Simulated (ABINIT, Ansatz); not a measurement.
# CO2 (P4_2/mnm): one start, several treatments of the self-energy, part 2 of 2

Aim: compare treatments of exchange, screening and correlation for the gap of CO2 (P4_2/mnm).

ABINIT 10.8.3; LDA and many-body steps on it, plane waves. Known limits of the many-body steps: not at the basis limit; coarse k mesh.

So far. Step 5 (G0W0, Engel-Farid plasmon pole): Against G0W0 in ABINIT (2×2×2 mesh, 71 bands, screening to 114.3 eV, Godby-Needs plasmon pole), the gap moves by +0.024 eV. Step 6 (G0W0, Hybertsen-Louie plasmon pole): Against G0W0 in ABINIT (2×2×2 mesh, 71 bands, screening to 114.3 eV, Godby-Needs plasmon pole), the gap moves by +0.125 eV.

**7. One-shot COHSEX**

This step: one-shot COHSEX on LDA, plane waves, norm-conserving pseudopotentials.

The input, run.abi:

```
acell 3*1.0 Angstrom
rprim 
  4.227212790000 0.000000000000 0.000000000000
  0.000000000000 4.227212790000 0.000000000000
  0.000000000000 0.000000000000 4.687771590000
ntypat 2
znucl 6 8
natom 6
typat 1 1 2 2 2 2
xred 
  0.500000000000 0.500000000000 0.500000000000
  0.000000000000 0.000000000000 0.000000000000
  0.304826860000 0.695173140000 0.500000000000
  0.695173140000 0.304826860000 0.500000000000
  0.195173140000 0.195173140000 0.000000000000
  0.804826860000 0.804826860000 0.000000000000
pp_dirpath "pseudos"
pseudos "C.upf, O.upf"
ecut 37
ngkpt 2 2 2
nshiftk 1
shiftk 0 0 0
kptopt 1
chksymbreak 0
istwfk *1
occopt 1
irdwfk 1
optdriver 4
nband 71
gwcalctyp 7
ecutsigx 37
symsigma 1
nkptgw 2
kptgw 
  0.5000000000 0.5000000000 0.5000000000
  0.0000000000 0.0000000000 0.0000000000
bdgw 
  15 18
  15 18
ecuteps 4.2
irdscr 1
indata_prefix "in"
outdata_prefix "out"
tmpdata_prefix "tmp"
```

Command:

```console
$ OMP_NUM_THREADS=1 mpirun -n 4 abinit run.abi > log
```

Numbers of over 12 decimals in the logs are rounded to 6 here.

What it wrote:

```text
.Version 10.8.3 of ABINIT. v10.8.2 released Aug 2026.

 Symmetries : space group P4_2/m n m (#136); Bravais tP (primitive tetrag.)
[... echo of the input left out ...]
== DATASET  1 ==================================================================
-   mpi_nproc: 4, omp_nthreads: 1 (-1 if OMP is not activated)

--- !DatasetInfo
iteration_state: {dtset: 1, }
dimensions: {natom: 6, nkpt: 6, mband: 71, nsppol: 1, nspinor: 1, nspden: 1, mpw: 6088, }
cutoff_energies: {ecut:  37.0, pawecutdg:  -1.0, }
[...]
Band     E0 <VxcDFT>   SigX SigC(E0)      Z dSigC/dE  Sig(E)    E-E0       E
[...]
17   2.882 -10.698  -5.594  -3.503   1.000   0.000  -9.097   1.601   4.483
       18   3.900 -16.175 -10.078  -3.358   1.000   0.000 -13.436   2.738   6.639

== END DATASET(S) ==============================================================
================================================================================

 -outvars: echo values of variables after computation  --------
           etotal      0.0000000000E+00
            nband          71
             nkpt           6
          spgroup         136
 [... the other variables as echoed above ...]

 Calculation completed.
```

Wall time 2.2 s (4 MPI ranks of Arm Neoverse V2, shared host); peak memory 0.18 GiB.

Numbers from this step:

- quasiparticle gap on the points computed: 11.76 eV
- starting gap on the mesh: 6.325 eV
- k of the valence top: 0.5, 0.5, 0.5
- k of the conduction bottom: 0, 0, 0
- least direct quasiparticle gap on the computed points: 12.30 eV

Against G0W0 in ABINIT (2×2×2 mesh, 71 bands, screening to 114.3 eV, Godby-Needs plasmon pole), the gap moves by +1.620 eV.

**8. One-shot Hartree-Fock**

This step: one-shot Hartree-Fock on LDA, plane waves, norm-conserving pseudopotentials.

run.abi, as its differences from that of step 7:

```diff
@@ -28,4 +28,4 @@
 optdriver 4
-nband 71
-gwcalctyp 7
+nband 20
+gwcalctyp 5
 ecutsigx 37
@@ -39,4 +39,4 @@
   15 18
-ecuteps 4.2
-irdscr 1
+ixc_sigma 40
+fftgw 31
 indata_prefix "in"
```

What it wrote:

```text
.Version 10.8.3 of ABINIT. v10.8.2 released Aug 2026.

 Symmetries : space group P4_2/m n m (#136); Bravais tP (primitive tetrag.)
[... echo of the input left out ...]
== DATASET  1 ==================================================================
-   mpi_nproc: 4, omp_nthreads: 1 (-1 if OMP is not activated)

--- !DatasetInfo
iteration_state: {dtset: 1, }
dimensions: {natom: 6, nkpt: 6, mband: 20, nsppol: 1, nspinor: 1, nspden: 1, mpw: 6088, }
cutoff_energies: {ecut:  37.0, pawecutdg:  -1.0, }
[...]
Band     E0 <VxcDFT>   SigX SigC(E0)      Z dSigC/dE  Sig(E)    E-E0       E
[...]
17   2.882 -10.698  -5.594   0.000   1.000   0.000  -5.594   5.104   7.986
       18   3.900 -16.175 -10.078   0.000   1.000   0.000 -10.078   6.097   9.997

== END DATASET(S) ==============================================================
================================================================================

 -outvars: echo values of variables after computation  --------
           etotal      0.0000000000E+00
            nband          20
             nkpt           6
          spgroup         136
 [... the other variables as echoed above ...]

 Calculation completed.
```

Elapsed: 2 s, on 4 MPI ranks; peak memory 0.17 GiB; 7.9 s of CPU time.

This step gave:

```yaml
quasiparticle_gap_on_the_points_computed: 16.52 eV
starting_gap_on_the_mesh: 6.325 eV
k_of_the_valence_top: 0.5, 0.5, 0.5
k_of_the_conduction_bottom: 0, 0, 0
least_direct_quasiparticle_gap_on_the_computed_points: 17.09 eV
```

Against G0W0 in ABINIT (2×2×2 mesh, 71 bands, screening to 114.3 eV, Godby-Needs plasmon pole), the gap moves by +6.379 eV.

**9. Screening, 2×2×2 mesh, 71 bands, screening to 114.3 eV**

This step: RPA screening on LDA, plane waves, norm-conserving pseudopotentials.

run.abi, as its differences from that of step 8:

```diff
@@ -27,16 +27,14 @@
 irdwfk 1
-optdriver 4
-nband 20
-gwcalctyp 5
-ecutsigx 37
-symsigma 1
-nkptgw 2
-kptgw 
-  0.5000000000 0.5000000000 0.5000000000
-  0.0000000000 0.0000000000 0.0000000000
-bdgw 
-  15 18
-  15 18
-ixc_sigma 40
-fftgw 31
+optdriver 3
+nband 71
+ecuteps 4.2
+inclvkb 2
+awtr 1
+symchi 1
+gwcalctyp 2
+nfreqre 16
+freqremax 40 eV
+nfreqim 8
+spmeth 1
+nomegasf 120
 indata_prefix "in"
```

What it wrote:

```text
.Version 10.8.3 of ABINIT. v10.8.2 released Aug 2026.

 Symmetries : space group P4_2/m n m (#136); Bravais tP (primitive tetrag.)
[... echo of the input left out ...]
== DATASET  1 ==================================================================
-   mpi_nproc: 4, omp_nthreads: 1 (-1 if OMP is not activated)

--- !DatasetInfo
iteration_state: {dtset: 1, }
dimensions: {natom: 6, nkpt: 6, mband: 71, nsppol: 1, nspinor: 1, nspden: 1, mpw: 6088, }
cutoff_energies: {ecut:  37.0, pawecutdg:  -1.0, }
electrons: {nelect:   3.20000000E+01, charge:   0.00000000E+00, occopt:   1.00000000E+00, tsmear:   1.00000000E-02, }

 SCREENING: Calculation of the susceptibility and dielectric matrices

 Based on a program developped by R.W. Godby, V. Olevano, G. Onida, and L. Reining.
 Incorporated in ABINIT by V. Olevano, G.-M. Rignanese, and M. Torrent.
.Using double precision arithmetic ; gwpc =  8

[... cell and pseudopotentials left out ...]
--------------------------------------------------------------------------------

 ==== K-mesh for the wavefunctions ====
 Number of points in the irreducible wedge :     6
[... list of points left out ...]
 Together with 16 symmetry operations and time-reversal symmetry
 yields     8 points in the full Brillouin Zone.

 ==== Q-mesh for the screening function ====
 Number of points in the irreducible wedge :     6
[... list of points left out ...]
 Together with 16 symmetry operations and time-reversal symmetry
 yields     8 points in the full Brillouin Zone.

 setmesh: FFT mesh size selected  =    30x   30x   36
          total number of points  =        32400

 vcoul_init : cutoff-mode = AUXILIARY_FUNCTION
 q-points for optical limit:   1
     1)      0.000010    0.000020    0.000030

- screening: taking advantage of time-reversal symmetry
- Maximum band index for partially occupied states nbvw = 16
- Remaining bands to be divided among processors   nbcw = 55
- Number of bands treated by each node ~13

 Number of electrons calculated from density =   32.0000; Expected =   32.0000
 average of density, n =  0.056608
 r_s =    1.6156
 omega_plasma =   22.9506 [eV]

 calculating chi0 at frequencies [eV] :
  1    0.000000E+00    0.000000E+00
  2    2.666667E+00    0.000000E+00
  3    5.333333E+00    0.000000E+00
[...]
23    0.000000E+00    5.845131E+01
 24    0.000000E+00    8.230008E+01

--------------------------------------------------------------------------------
  q-point number  1        q = ( 0.000000, 0.000000, 0.000000) [r.l.u.]
--------------------------------------------------------------------------------
[... chi0 elements left out ...]
  [... further frequencies ...]

 No. of calculated frequencies >  15, stop printing
 For q-point:  0.000010 0.000020 0.000030
  dielectric constant =   1.8755
  dielectric constant without local fields =   2.2724

  Average fulfillment of the sum rule on Im[epsilon] for q-point    1 :     43.59  [%]
[... wings left out ...]
  q-point number  2        q = ( 0.500000, 0.000000, 0.000000) [r.l.u.]
--------------------------------------------------------------------------------
[... chi0 elements left out ...]
  [... further frequencies ...]

 No. of calculated frequencies >  15, stop printing
  Average fulfillment of the sum rule on Im[epsilon] for q-point    2 :     53.07  [%]

 [... 4 further q-points ...]
```

Run time: 12 s. Hardware: 4 MPI ranks; peak memory 1.1 GiB.

This step gave:

| Item | Value |
| --- | --- |
| ε∞ with local fields, on this mesh, along the program's q direction | 1.875 |
| the same without local fields | 2.272 |
| plasma frequency | 22.95 eV |
| plane waves in the screening matrix | 237 |

**10. G0W0, contour deformation**

This step: G0W0 on LDA, plane waves, norm-conserving pseudopotentials.

run.abi, as its differences from that of step 9:

```diff
@@ -27,14 +27,16 @@
 irdwfk 1
-optdriver 3
+optdriver 4
 nband 71
+gwcalctyp 2
+ecutsigx 37
+symsigma 1
+nkptgw 2
+kptgw 
+  0.5000000000 0.5000000000 0.5000000000
+  0.0000000000 0.0000000000 0.0000000000
+bdgw 
+  15 18
+  15 18
 ecuteps 4.2
-inclvkb 2
-awtr 1
-symchi 1
-gwcalctyp 2
-nfreqre 16
-freqremax 40 eV
-nfreqim 8
-spmeth 1
-nomegasf 120
+irdscr 1
 indata_prefix "in"
```

What it wrote:

```text
.Version 10.8.3 of ABINIT. v10.8.2 released Aug 2026.

 Symmetries : space group P4_2/m n m (#136); Bravais tP (primitive tetrag.)
[... echo of the input left out ...]
== DATASET  1 ==================================================================
-   mpi_nproc: 4, omp_nthreads: 1 (-1 if OMP is not activated)

--- !DatasetInfo
iteration_state: {dtset: 1, }
dimensions: {natom: 6, nkpt: 6, mband: 71, nsppol: 1, nspinor: 1, nspden: 1, mpw: 6088, }
cutoff_energies: {ecut:  37.0, pawecutdg:  -1.0, }
[...]
Band     E0 <VxcDFT>   SigX SigC(E0)      Z dSigC/dE  Sig(E)    E-E0       E
[...]
18   3.900 -16.175 -10.078  -1.754   0.844  -0.184 -12.509   3.666   7.566
       18   0.000   0.000   0.000  -0.000   0.000   0.000  -0.000  -0.000  -0.000

== END DATASET(S) ==============================================================
================================================================================

 -outvars: echo values of variables after computation  --------
           etotal      0.0000000000E+00
            nband          71
             nkpt           6
          spgroup         136
 [... the other variables as echoed above ...]

 Calculation completed.
```

The job ended after 3.6 s (4 MPI ranks; peak memory 0.87 GiB).

Numbers from this step:

```yaml
g0w0_gap_on_the_points_computed: 10.13 eV
starting_gap_on_the_mesh: 6.325 eV
k_of_the_valence_top: 0.5, 0.5, 0.5
k_of_the_conduction_bottom: 0, 0, 0
least_direct_g0w0_gap_on_the_computed_points: 10.68 eV
```

Against G0W0 in ABINIT (2×2×2 mesh, 71 bands, screening to 114.3 eV, Godby-Needs plasmon pole), the gap moves by −0.003 eV.

**11. Side by side**

Times are wall times on 4 MPI ranks of Arm Neoverse V2, shared host, good to a factor of about two. A run's time includes the screening step that it read.

```tsv
run	mesh	bands	screening cutoff (eV)	DFT gap (eV)	gap on the mesh (eV)	direct (eV)	ε∞ used	time
G0W0, Godby-Needs plasmon pole	2×2×2	71	114.3	6.325	10.138	10.691	1.88	14 s
G0W0, Engel-Farid plasmon pole	2×2×2	71	114.3	6.325	10.162	10.733	1.88	13 s
G0W0, Hybertsen-Louie plasmon pole	2×2×2	71	114.3	6.325	10.263	10.895	1.88	14 s
one-shot COHSEX	2×2×2	71	114.3	6.325	11.758	12.299	1.88	12 s
one-shot Hartree-Fock	2×2×2	-	-	6.325	16.517	17.088	-	2 s
G0W0, contour deformation	2×2×2	71	114.3	6.325	10.135	10.685	1.88	16 s
```

**12. Results**

- G0W0, Godby-Needs plasmon pole: 10.138 eV
- G0W0, Engel-Farid plasmon pole: 10.162 eV
- G0W0, Hybertsen-Louie plasmon pole: 10.263 eV
- one-shot COHSEX: 11.758 eV
- one-shot Hartree-Fock: 16.517 eV
- G0W0, contour deformation: 10.135 eV
- known limits: not at the basis limit; coarse k mesh

**Reading.** G0W0, Engel-Farid plasmon pole: +0.024 eV against G0W0, Godby-Needs plasmon pole. G0W0, Hybertsen-Louie plasmon pole: +0.125 eV against G0W0, Godby-Needs plasmon pole. One-shot COHSEX: +1.620 eV against G0W0, Godby-Needs plasmon pole. One-shot Hartree-Fock: +6.379 eV against G0W0, Godby-Needs plasmon pole. G0W0, contour deformation: −0.003 eV against G0W0, Godby-Needs plasmon pole. Bare exchange alone opens the gap to 16.52 eV; against G0W0, correlation takes back 6.38 eV. Static COHSEX lies above G0W0: it lacks the factor Z and overstates the Coulomb hole of the filled states. Bands and cutoff are finite, so the gap is not at the basis limit. The miss can reach some tenths of an eV and take either sign; the mesh is an error of its own. In the G0W0 runs levels were corrected at 2 k points alone, so a gap called «on the mesh» is the least over those, and an edge elsewhere would be missed. The 2×2×2 mesh is coarse for this cell, which bears on the long-range parts of exchange and screening.

[Paths, hosts, dates, memory and timing lines, banners, echoed tables and standing remarks are left out of the program output.]

[Logs are printed without paths, hosts, clocks, repeated set-up lines and the standing remarks that a program may print on its own settings, such as how far it seeks lower states.]

[Runs of the session that timed out or met a known fault of the program may be left out.]

[Hosts, paths, dates, database ids (printed as entryN), source tags and the programs' standing remarks are cut or masked in the printed files.]

[G0W0 gaps are taken among the corrected bands and points alone; a level outside them can change the order at an edge.]

[Where Ansatz stands beside ABINIT at settings called matched, ABINIT's density can come from a denser mesh and the files from another edition; pairs whose starting gaps differed by over 0.03 eV were left out, so agreement reads better than it is.]
